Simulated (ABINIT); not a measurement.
# YAlS3 (Pm-3m): phonons by linear response, part 4 of 6

How does YAlS3 (Pm-3m) vibrate, and is this structure a minimum?

ABINIT 10.8.3; DFT LDA, scalar-relativistic, plane waves, PseudoDojo norm-conserving pseudopotentials.

So far. Step 6 (Linear response at Γ): The acoustic modes at Γ come out as far as 3.8 cm⁻¹ from zero, where they should vanish, a small numerical error. The lowest optical mode is imaginary, 169i cm⁻¹, an instability at this level and on this k mesh. Step 7 (Modes with the sum rule): The rule moves no optical mode by more than 0.1 cm⁻¹. The relaxed cell has a = 4.536 Å (conventional setting).

The structure was built from a prototype and need not be the compound's stable phase.

## Step 8: Sum rules set otherwise (asr 0)

Without the rule the raw error of the acoustic modes shows.

Input file anaddb.abi:

```
ddb_filepath "gamma_DDB"
output_file "anaddb.abo"
outdata_prefix "anaddb"
asr 0
chneut 0
enunit 2
eivec 1
nph1l 1
qph1l 0.0 0.0 0.0 1.0
```

Input file mrgddb.in:

```
gamma_DDB
merged
2
dfpt_gammao_DDB
gso_DDB
```

On the command line:

```bash
> mrgddb < mrgddb.in > mrgddb.log
> OMP_NUM_THREADS=1 anaddb anaddb.abi > anaddb.log
```

Numbers of over 12 decimals in the logs are rounded to 6 here.

anaddb.abo, the main output file:

```text
-outvars_anaddb: echo values of input variables ----------------------

 Miscellaneous information :
      enunit         2
       eivec         1
      chneut         0
 First list of wavevector (reduced coord.) :
       nph1l         1
       qph1l
                     0.00000000E+00  0.00000000E+00  0.00000000E+00    1.000E+00

================================================================================

 read the DDB information and perform some checks

  ==== Info on the Cryst% object ====
 Real(R)+Recip(G) space primitive vectors, cartesian coordinates (Bohr,Bohr^-1):
 R(1)=  8.5711725  0.0000000  0.0000000  G(1)=  0.1166702  0.0000000  0.0000000
 R(2)=  0.0000000  8.5711725  0.0000000  G(2)=  0.0000000  0.1166702  0.0000000
 R(3)=  0.0000000  0.0000000  8.5711725  G(3)=  0.0000000  0.0000000  0.1166702
 Unit cell volume ucvol=  6.2968118E+02 bohr^3
 Angles (23,13,12)=  9.00000000E+01  9.00000000E+01  9.00000000E+01 degrees
 Time-reversal symmetry is present
 Reduced atomic positions [iatom, xred, symbol]:
    1)    0.0000000  0.0000000  0.0000000   Y
    2)    0.5000000  0.5000000  0.5000000  Al
    3)    0.5000000  0.5000000  0.0000000   S
    4)    0.5000000  0.0000000  0.5000000   S
    5)    0.0000000  0.5000000  0.5000000   S

 DDB file with 3 blocks has been read.

================================================================================

 Treat the first list of vectors

  Phonon wavevector (reduced coordinates) :  0.00000  0.00000  0.00000
 Phonon energies in Hartree :
  -7.718184E-04 -7.718184E-04 -7.718184E-04 -7.244449E-04 -7.244449E-04
  -7.244449E-04  1.750592E-05  1.750592E-05  1.750592E-05  4.730847E-04
   4.730847E-04  4.730847E-04  2.189284E-03  2.189284E-03  2.189284E-03
 Phonon energies in meV     :
- -2.100225E+01 -2.100225E+01 -2.100225E+01 -1.971315E+01 -1.971315E+01
- -1.971315E+01  4.763603E-01  4.763603E-01  4.763603E-01  1.287329E+01
-  1.287329E+01  1.287329E+01  5.957345E+01  5.957345E+01  5.957345E+01
 Phonon frequencies in cm-1    :
- -1.693946E+02 -1.693946E+02 -1.693946E+02 -1.589973E+02 -1.589973E+02
- -1.589973E+02  3.842105E+00  3.842105E+00  3.842105E+00  1.038301E+02
-  1.038301E+02  1.038301E+02  4.804923E+02  4.804923E+02  4.804923E+02
 Phonon frequencies in Thz     :
- -5.078321E+00 -5.078321E+00 -5.078321E+00 -4.766619E+00 -4.766619E+00
- -4.766619E+00  1.151834E-01  1.151834E-01  1.151834E-01  3.112748E+00
-  3.112748E+00  3.112748E+00  1.440480E+01  1.440480E+01  1.440480E+01
 Phonon energies in Kelvin  :
- -2.437210E+02 -2.437210E+02 -2.437210E+02 -2.287616E+02 -2.287616E+02
- -2.287616E+02  5.527932E+00  5.527932E+00  5.527932E+00  1.493883E+02
-  1.493883E+02  1.493883E+02  6.913212E+02  6.913212E+02  6.913212E+02

 Eigendisplacements
 (will be given, for each mode : in cartesian coordinates
   for each atom the real part of the displacement vector,
   then the imaginary part of the displacement vector - absolute values smaller than 1.0d-7 are set to zero)
  Mode number    1   Energy   -7.718184E-04
 Attention : low frequency mode.
   (Could be unstable or acoustic mode)
-  1  0.00000000E+00  0.00000000E+00  0.00000000E+00
-     0.00000000E+00  0.00000000E+00  0.00000000E+00
-  2  0.00000000E+00  0.00000000E+00  0.00000000E+00
-     0.00000000E+00  0.00000000E+00  0.00000000E+00
-  3  0.00000000E+00  0.00000000E+00  0.00000000E+00
-     0.00000000E+00  0.00000000E+00  0.00000000E+00
-  4  0.00000000E+00  0.00000000E+00 -2.92470830E-03
-     0.00000000E+00  0.00000000E+00  0.00000000E+00
-  5  0.00000000E+00  0.00000000E+00  2.92470830E-03
-     0.00000000E+00  0.00000000E+00  0.00000000E+00
  Mode number    2   Energy   -7.718184E-04
 Attention : low frequency mode.
   (Could be unstable or acoustic mode)
-  1  0.00000000E+00  0.00000000E+00  0.00000000E+00
-     0.00000000E+00  0.00000000E+00  0.00000000E+00
-  2  0.00000000E+00  0.00000000E+00  0.00000000E+00
-     0.00000000E+00  0.00000000E+00  0.00000000E+00
-  3  0.00000000E+00  2.92470830E-03  0.00000000E+00
-     0.00000000E+00  0.00000000E+00  0.00000000E+00
-  4  0.00000000E+00  0.00000000E+00  0.00000000E+00
-     0.00000000E+00  0.00000000E+00  0.00000000E+00
-  5  0.00000000E+00 -2.92470830E-03  0.00000000E+00
-     0.00000000E+00  0.00000000E+00  0.00000000E+00
  Mode number    3   Energy   -7.718184E-04
 Attention : low frequency mode.
   (Could be unstable or acoustic mode)
-  1  0.00000000E+00  0.00000000E+00  0.00000000E+00
-     0.00000000E+00  0.00000000E+00  0.00000000E+00
-  2  0.00000000E+00  0.00000000E+00  0.00000000E+00
-     0.00000000E+00  0.00000000E+00  0.00000000E+00
-  3  2.92470830E-03  0.00000000E+00  0.00000000E+00
-     0.00000000E+00  0.00000000E+00  0.00000000E+00
-  4 -2.92470830E-03  0.00000000E+00  0.00000000E+00
-     0.00000000E+00  0.00000000E+00  0.00000000E+00
-  5  0.00000000E+00  0.00000000E+00  0.00000000E+00
-     0.00000000E+00  0.00000000E+00  0.00000000E+00
  Mode number    4   Energy   -7.244449E-04
 Attention : low frequency mode.
   (Could be unstable or acoustic mode)
-  1  0.00000000E+00  0.00000000E+00  1.66326952E-03
-     0.00000000E+00  0.00000000E+00  0.00000000E+00
-  2  0.00000000E+00  0.00000000E+00  1.42808040E-04
-     0.00000000E+00  0.00000000E+00  0.00000000E+00
-  3  0.00000000E+00  0.00000000E+00 -4.33914300E-04
-     0.00000000E+00  0.00000000E+00  0.00000000E+00
-  4  0.00000000E+00  0.00000000E+00 -2.14850209E-03
-     0.00000000E+00  0.00000000E+00  0.00000000E+00
-  5  0.00000000E+00  0.00000000E+00 -2.14850209E-03
-     0.00000000E+00  0.00000000E+00  0.00000000E+00
  Mode number    5   Energy   -7.244449E-04
 Attention : low frequency mode.
   (Could be unstable or acoustic mode)
-  1  1.46332587E-07 -1.66326951E-03  0.00000000E+00
-     0.00000000E+00  0.00000000E+00  0.00000000E+00
-  2  0.00000000E+00 -1.42808040E-04  0.00000000E+00
-     0.00000000E+00  0.00000000E+00  0.00000000E+00
-  3 -1.89022805E-07  2.14850209E-03  0.00000000E+00
-     0.00000000E+00  0.00000000E+00  0.00000000E+00
-  4 -1.89022805E-07  4.33914299E-04  0.00000000E+00
-     0.00000000E+00  0.00000000E+00  0.00000000E+00
-  5  0.00000000E+00  2.14850209E-03  0.00000000E+00
-     0.00000000E+00  0.00000000E+00  0.00000000E+00
  Mode number    6   Energy   -7.244449E-04
 Attention : low frequency mode.
   (Could be unstable or acoustic mode)
-  1  1.66326951E-03  1.46332599E-07  0.00000000E+00
-     0.00000000E+00  0.00000000E+00  0.00000000E+00
-  2  1.42808040E-04  0.00000000E+00  0.00000000E+00
-     0.00000000E+00  0.00000000E+00  0.00000000E+00
-  3 -2.14850209E-03 -1.89022821E-07  0.00000000E+00
-     0.00000000E+00  0.00000000E+00  0.00000000E+00
-  4 -2.14850209E-03  0.00000000E+00  0.00000000E+00
-     0.00000000E+00  0.00000000E+00  0.00000000E+00
-  5 -4.33914299E-04 -1.89022821E-07  0.00000000E+00
-     0.00000000E+00  0.00000000E+00  0.00000000E+00
  Mode number    7   Energy    1.750592E-05
-  1  0.00000000E+00  0.00000000E+00 -1.60806020E-03
-     0.00000000E+00  0.00000000E+00  0.00000000E+00
-  2  0.00000000E+00  0.00000000E+00 -1.60870428E-03
-     0.00000000E+00  0.00000000E+00  0.00000000E+00
-  3  0.00000000E+00  0.00000000E+00 -1.60848821E-03
-     0.00000000E+00  0.00000000E+00  0.00000000E+00
-  4  0.00000000E+00  0.00000000E+00 -1.60833771E-03
-     0.00000000E+00  0.00000000E+00  0.00000000E+00
-  5  0.00000000E+00  0.00000000E+00 -1.60833771E-03
-     0.00000000E+00  0.00000000E+00  0.00000000E+00
  Mode number    8   Energy    1.750592E-05
-  1  0.00000000E+00  1.60806020E-03  0.00000000E+00
-     0.00000000E+00  0.00000000E+00  0.00000000E+00
-  2  0.00000000E+00  1.60870428E-03  0.00000000E+00
-     0.00000000E+00  0.00000000E+00  0.00000000E+00
-  3  0.00000000E+00  1.60833771E-03  0.00000000E+00
-     0.00000000E+00  0.00000000E+00  0.00000000E+00
-  4  0.00000000E+00  1.60848821E-03  0.00000000E+00
-     0.00000000E+00  0.00000000E+00  0.00000000E+00
-  5  0.00000000E+00  1.60833771E-03  0.00000000E+00
-     0.00000000E+00  0.00000000E+00  0.00000000E+00
  Mode number    9   Energy    1.750592E-05
-  1  1.60806020E-03  0.00000000E+00  0.00000000E+00
-     0.00000000E+00  0.00000000E+00  0.00000000E+00
-  2  1.60870428E-03  0.00000000E+00  0.00000000E+00
-     0.00000000E+00  0.00000000E+00  0.00000000E+00
-  3  1.60833771E-03  0.00000000E+00  0.00000000E+00
-     0.00000000E+00  0.00000000E+00  0.00000000E+00
-  4  1.60833771E-03  0.00000000E+00  0.00000000E+00
-     0.00000000E+00  0.00000000E+00  0.00000000E+00
-  5  1.60848821E-03  0.00000000E+00  0.00000000E+00
-     0.00000000E+00  0.00000000E+00  0.00000000E+00
  Mode number   10   Energy    4.730847E-04
-  1  0.00000000E+00  0.00000000E+00 -9.04407687E-04
-     0.00000000E+00  0.00000000E+00  0.00000000E+00
-  2  0.00000000E+00  0.00000000E+00  3.14884338E-03
-     0.00000000E+00  0.00000000E+00  0.00000000E+00
-  3  0.00000000E+00  0.00000000E+00  2.03233901E-03
-     0.00000000E+00  0.00000000E+00  0.00000000E+00
-  4  0.00000000E+00  0.00000000E+00 -1.08778495E-03
-     0.00000000E+00  0.00000000E+00  0.00000000E+00
-  5  0.00000000E+00  0.00000000E+00 -1.08778495E-03
-     0.00000000E+00  0.00000000E+00  0.00000000E+00
  Mode number   11   Energy    4.730847E-04
-  1  0.00000000E+00 -9.04407687E-04  0.00000000E+00
-     0.00000000E+00  0.00000000E+00  0.00000000E+00
-  2  0.00000000E+00  3.14884338E-03  0.00000000E+00
-     0.00000000E+00  0.00000000E+00  0.00000000E+00
-  3  0.00000000E+00 -1.08778495E-03  0.00000000E+00
-     0.00000000E+00  0.00000000E+00  0.00000000E+00
-  4  0.00000000E+00  2.03233901E-03  0.00000000E+00
-     0.00000000E+00  0.00000000E+00  0.00000000E+00
-  5  0.00000000E+00 -1.08778495E-03  0.00000000E+00
-     0.00000000E+00  0.00000000E+00  0.00000000E+00
  Mode number   12   Energy    4.730847E-04
-  1  9.04407687E-04  0.00000000E+00  0.00000000E+00
-     0.00000000E+00  0.00000000E+00  0.00000000E+00
-  2 -3.14884338E-03  0.00000000E+00  0.00000000E+00
-     0.00000000E+00  0.00000000E+00  0.00000000E+00
-  3  1.08778495E-03  0.00000000E+00  0.00000000E+00
-     0.00000000E+00  0.00000000E+00  0.00000000E+00
-  4  1.08778495E-03  0.00000000E+00  0.00000000E+00
-     0.00000000E+00  0.00000000E+00  0.00000000E+00
-  5 -2.03233901E-03  0.00000000E+00  0.00000000E+00
-     0.00000000E+00  0.00000000E+00  0.00000000E+00
  Mode number   13   Energy    2.189284E-03
-  1  0.00000000E+00  0.00000000E+00  8.38010639E-06
-     0.00000000E+00  0.00000000E+00  0.00000000E+00
-  2  0.00000000E+00  0.00000000E+00  2.79430453E-03
-     0.00000000E+00  0.00000000E+00  0.00000000E+00
-  3  0.00000000E+00  0.00000000E+00 -3.19404437E-03
-     0.00000000E+00  0.00000000E+00  0.00000000E+00
-  4  0.00000000E+00  0.00000000E+00  4.09671905E-04
-     0.00000000E+00  0.00000000E+00  0.00000000E+00
-  5  0.00000000E+00  0.00000000E+00  4.09671905E-04
-     0.00000000E+00  0.00000000E+00  0.00000000E+00
  Mode number   14   Energy    2.189284E-03
-  1  0.00000000E+00 -8.38010629E-06  0.00000000E+00
-     0.00000000E+00  0.00000000E+00  0.00000000E+00
-  2  4.37917052E-07 -2.79430450E-03  0.00000000E+00
-     0.00000000E+00  0.00000000E+00  0.00000000E+00
-  3  0.00000000E+00 -4.09671900E-04  0.00000000E+00
-     0.00000000E+00  0.00000000E+00  0.00000000E+00
-  4  0.00000000E+00  3.19404433E-03  0.00000000E+00
-     0.00000000E+00  0.00000000E+00  0.00000000E+00
-  5 -5.00563370E-07 -4.09671900E-04  0.00000000E+00
-     0.00000000E+00  0.00000000E+00  0.00000000E+00
  Mode number   15   Energy    2.189284E-03
-  1  8.38010629E-06  0.00000000E+00  0.00000000E+00
-     0.00000000E+00  0.00000000E+00  0.00000000E+00
-  2  2.79430450E-03  4.37917052E-07  0.00000000E+00
-     0.00000000E+00  0.00000000E+00  0.00000000E+00
-  3  4.09671900E-04  0.00000000E+00  0.00000000E+00
-     0.00000000E+00  0.00000000E+00  0.00000000E+00
-  4  4.09671900E-04 -5.00563370E-07  0.00000000E+00
-     0.00000000E+00  0.00000000E+00  0.00000000E+00
-  5 -3.19404433E-03  0.00000000E+00  0.00000000E+00
-     0.00000000E+00  0.00000000E+00  0.00000000E+00

 Analysis of degeneracies and characters (maximum tolerance=1.00E-06 a.u.)
 For each vibration mode, or group of modes if degenerate,
 the characters are given for each symmetry operation (see the list in the log file).
 Symmetry characters of vibration mode #   1
       degenerate with vibration modes #   2 to    3
  3.0 -3.0 -1.0  1.0 -1.0  1.0 -1.0  1.0 -1.0  1.0  1.0 -1.0 -1.0  1.0  1.0 -1.0
 -0.0  0.0 -0.0  0.0  0.0 -0.0  0.0 -0.0 -1.0  1.0  1.0 -1.0  1.0 -1.0 -1.0  1.0
 -0.0  0.0  0.0 -0.0  0.0 -0.0 -0.0  0.0 -1.0  1.0 -1.0  1.0  1.0 -1.0  1.0 -1.0
 Symmetry characters of vibration mode #   4
       degenerate with vibration modes #   5 to    6
  3.0 -3.0 -1.0  1.0 -1.0  1.0 -1.0  1.0  1.0 -1.0 -1.0  1.0  1.0 -1.0 -1.0  1.0
  0.0 -0.0  0.0 -0.0 -0.0  0.0 -0.0  0.0  1.0 -1.0 -1.0  1.0 -1.0  1.0  1.0 -1.0
  0.0 -0.0 -0.0  0.0 -0.0  0.0  0.0 -0.0  1.0 -1.0  1.0 -1.0 -1.0  1.0 -1.0  1.0
 Symmetry characters of vibration mode #   7
       degenerate with vibration modes #   8 to    9
  3.0 -3.0 -1.0  1.0 -1.0  1.0 -1.0  1.0  1.0 -1.0 -1.0  1.0  1.0 -1.0 -1.0  1.0
  0.0 -0.0  0.0 -0.0 -0.0  0.0 -0.0  0.0  1.0 -1.0 -1.0  1.0 -1.0  1.0  1.0 -1.0
  0.0 -0.0 -0.0  0.0 -0.0  0.0  0.0 -0.0  1.0 -1.0  1.0 -1.0 -1.0  1.0 -1.0  1.0
 Symmetry characters of vibration mode #  10
       degenerate with vibration modes #  11 to   12
  3.0 -3.0 -1.0  1.0 -1.0  1.0 -1.0  1.0  1.0 -1.0 -1.0  1.0  1.0 -1.0 -1.0  1.0
 -0.0  0.0 -0.0  0.0  0.0 -0.0  0.0 -0.0  1.0 -1.0 -1.0  1.0 -1.0  1.0  1.0 -1.0
 -0.0  0.0  0.0 -0.0  0.0 -0.0 -0.0  0.0  1.0 -1.0  1.0 -1.0 -1.0  1.0 -1.0  1.0
 Symmetry characters of vibration mode #  13
       degenerate with vibration modes #  14 to   15
  3.0 -3.0 -1.0  1.0 -1.0  1.0 -1.0  1.0  1.0 -1.0 -1.0  1.0  1.0 -1.0 -1.0  1.0
 -0.0  0.0  0.0 -0.0  0.0 -0.0 -0.0  0.0  1.0 -1.0 -1.0  1.0 -1.0  1.0  1.0 -1.0
 -0.0  0.0  0.0 -0.0 -0.0  0.0  0.0 -0.0  1.0 -1.0  1.0 -1.0 -1.0  1.0 -1.0  1.0
-
```

It took 0.51 s on 1 thread of Arm Neoverse V1, shared host.

Zone-centre frequencies as printed; negative means imaginary. Modes:

| mode | frequency (cm⁻¹) |
| --- | --- |
| 1 | -169.4 |
| 2 | -169.4 |
| 3 | -169.4 |
| 4 | -159 |
| 5 | -159 |
| 6 | -159 |
| 7 | 3.84 |
| 8 | 3.84 |
| 9 | 3.84 |
| 10 | 103.8 |
| 11 | 103.8 |
| 12 | 103.8 |
| 13 | 480.5 |
| 14 | 480.5 |
| 15 | 480.5 |

## Step 9: Self-consistent run for the response

Scaled from the time of the run at Γ, the full q mesh would overrun the time at hand on this k mesh, so the ground state is made again on a coarser one.

Input file gs.abi:

```
# ground state
tolvrs 1.0d-16
prtden 1
prtwf 1

# basis, mesh and filling
ecut 30.0
ngkpt 4 4 4
nshiftk 1
shiftk 0.0 0.0 0.0
istwfk *1
occopt 7
tsmear 0.01
nband 24
nstep 100
diemac 1000000.0
prtebands 0
prtgsr 0
useylm 1

# cell and atoms
acell 8.571172542 8.571172542 8.571172542
rprim 
    1.0 0.0 0.0
    0.0 1.0 0.0
    0.0 0.0 1.0
ntypat 3
znucl 39 13 16
natom 5
typat 1 2 3 3 3
xred 
    0.0 0.0 0.0
    0.5 0.5 0.5
    0.5 0.5 0.0
    0.5 0.0 0.5
    0.0 0.5 0.5
pp_dirpath "./pseudo"
pseudos "Y.upf, Al.upf, S.upf"
```

On the command line:

```bash
> OMP_NUM_THREADS=1 mpirun -n 4 abinit gs.abi > gs.log
```

gs.abo, the main output file:

```text
[banners, grids, parts of the stress and lines that vanish by symmetry left out]
- input  file    -> gs.abi
- output file    -> gs.abo
- root for input  files -> gsi
[...]
Symmetries : space group Pm -3 m (#221); Bravais cP (primitive cubic)
[...]
mpw =        4972          nfft =       91125          nkpt =          10
[...]
== DATASET  1 ==================================================================
[...]
cutoff_energies: {ecut:  30.0, pawecutdg:  -1.0, }
[...]
ETOT  1  -76.485458287898    -7.649E+01 4.653E-02 6.834E+02
 ETOT  2  -76.593921824566    -1.085E-01 1.274E-02 7.336E+01
 ETOT  3  -76.610457190074    -1.654E-02 2.314E-03 8.859E+00
 ETOT  4  -76.611639477116    -1.182E-03 6.711E-04 5.644E-01
 ETOT  5  -76.611722923595    -8.345E-05 3.215E-04 9.096E-04
[...]
ETOT 11  -76.611723029907    -6.679E-13 2.030E-04 4.030E-14
 ETOT 12  -76.611723029906     1.492E-12 1.022E-04 8.867E-17
 At SCF step   12       vres2   =  8.87E-17 < tolvrs=  1.00E-16 =>converged.
[...]
sigma(1 1)=  5.89023477E-06  sigma(3 2)=  0.00000000E+00
  sigma(2 2)=  5.89023477E-06  sigma(3 1)=  0.00000000E+00
  sigma(3 3)=  5.89023477E-06  sigma(2 1)=  0.00000000E+00
[...]
convergence: {deltae:  1.492E-12, res2:  8.867E-17, residm:  1.022E-04, diffor: null, }
etotal    :  -7.66117230E+01
[...]
sigma(1 1)=  5.89023477E-06  sigma(3 2)=  0.00000000E+00
  sigma(2 2)=  5.89023477E-06  sigma(3 1)=  0.00000000E+00
  sigma(3 3)=  5.89023477E-06  sigma(2 1)=  0.00000000E+00
[...]
- sigma(1 1)=  1.73296690E-01  sigma(3 2)=  0.00000000E+00
- sigma(2 2)=  1.73296690E-01  sigma(3 1)=  0.00000000E+00
- sigma(3 3)=  1.73296690E-01  sigma(2 1)=  0.00000000E+00
[...]
fcart     -0.0000000000E+00 -0.0000000000E+00 -0.0000000000E+00
           strten      5.8902347689E-06  5.8902347689E-06  5.8902347689E-06
================================================================================

[key lines of the parts left out:]
pressure_GPa:  -1.7330E-01
```

Run time: 20 s. Hardware: 4 MPI ranks; 81 s of CPU time.

Numbers from this step:

```yaml
pressure: -0.1733 GPa
```

[end of part 4 of 6]

[Host names and launcher messages were left out of these logs when they were recorded.]

[Logs are printed without paths, hosts, clocks, repeated set-up lines and the standing remarks that a program may print on its own settings, such as how far it seeks lower states.]

[Hosts, paths, dates, database ids (printed as entryN), source tags and the programs' standing remarks are cut or masked in the printed files.]
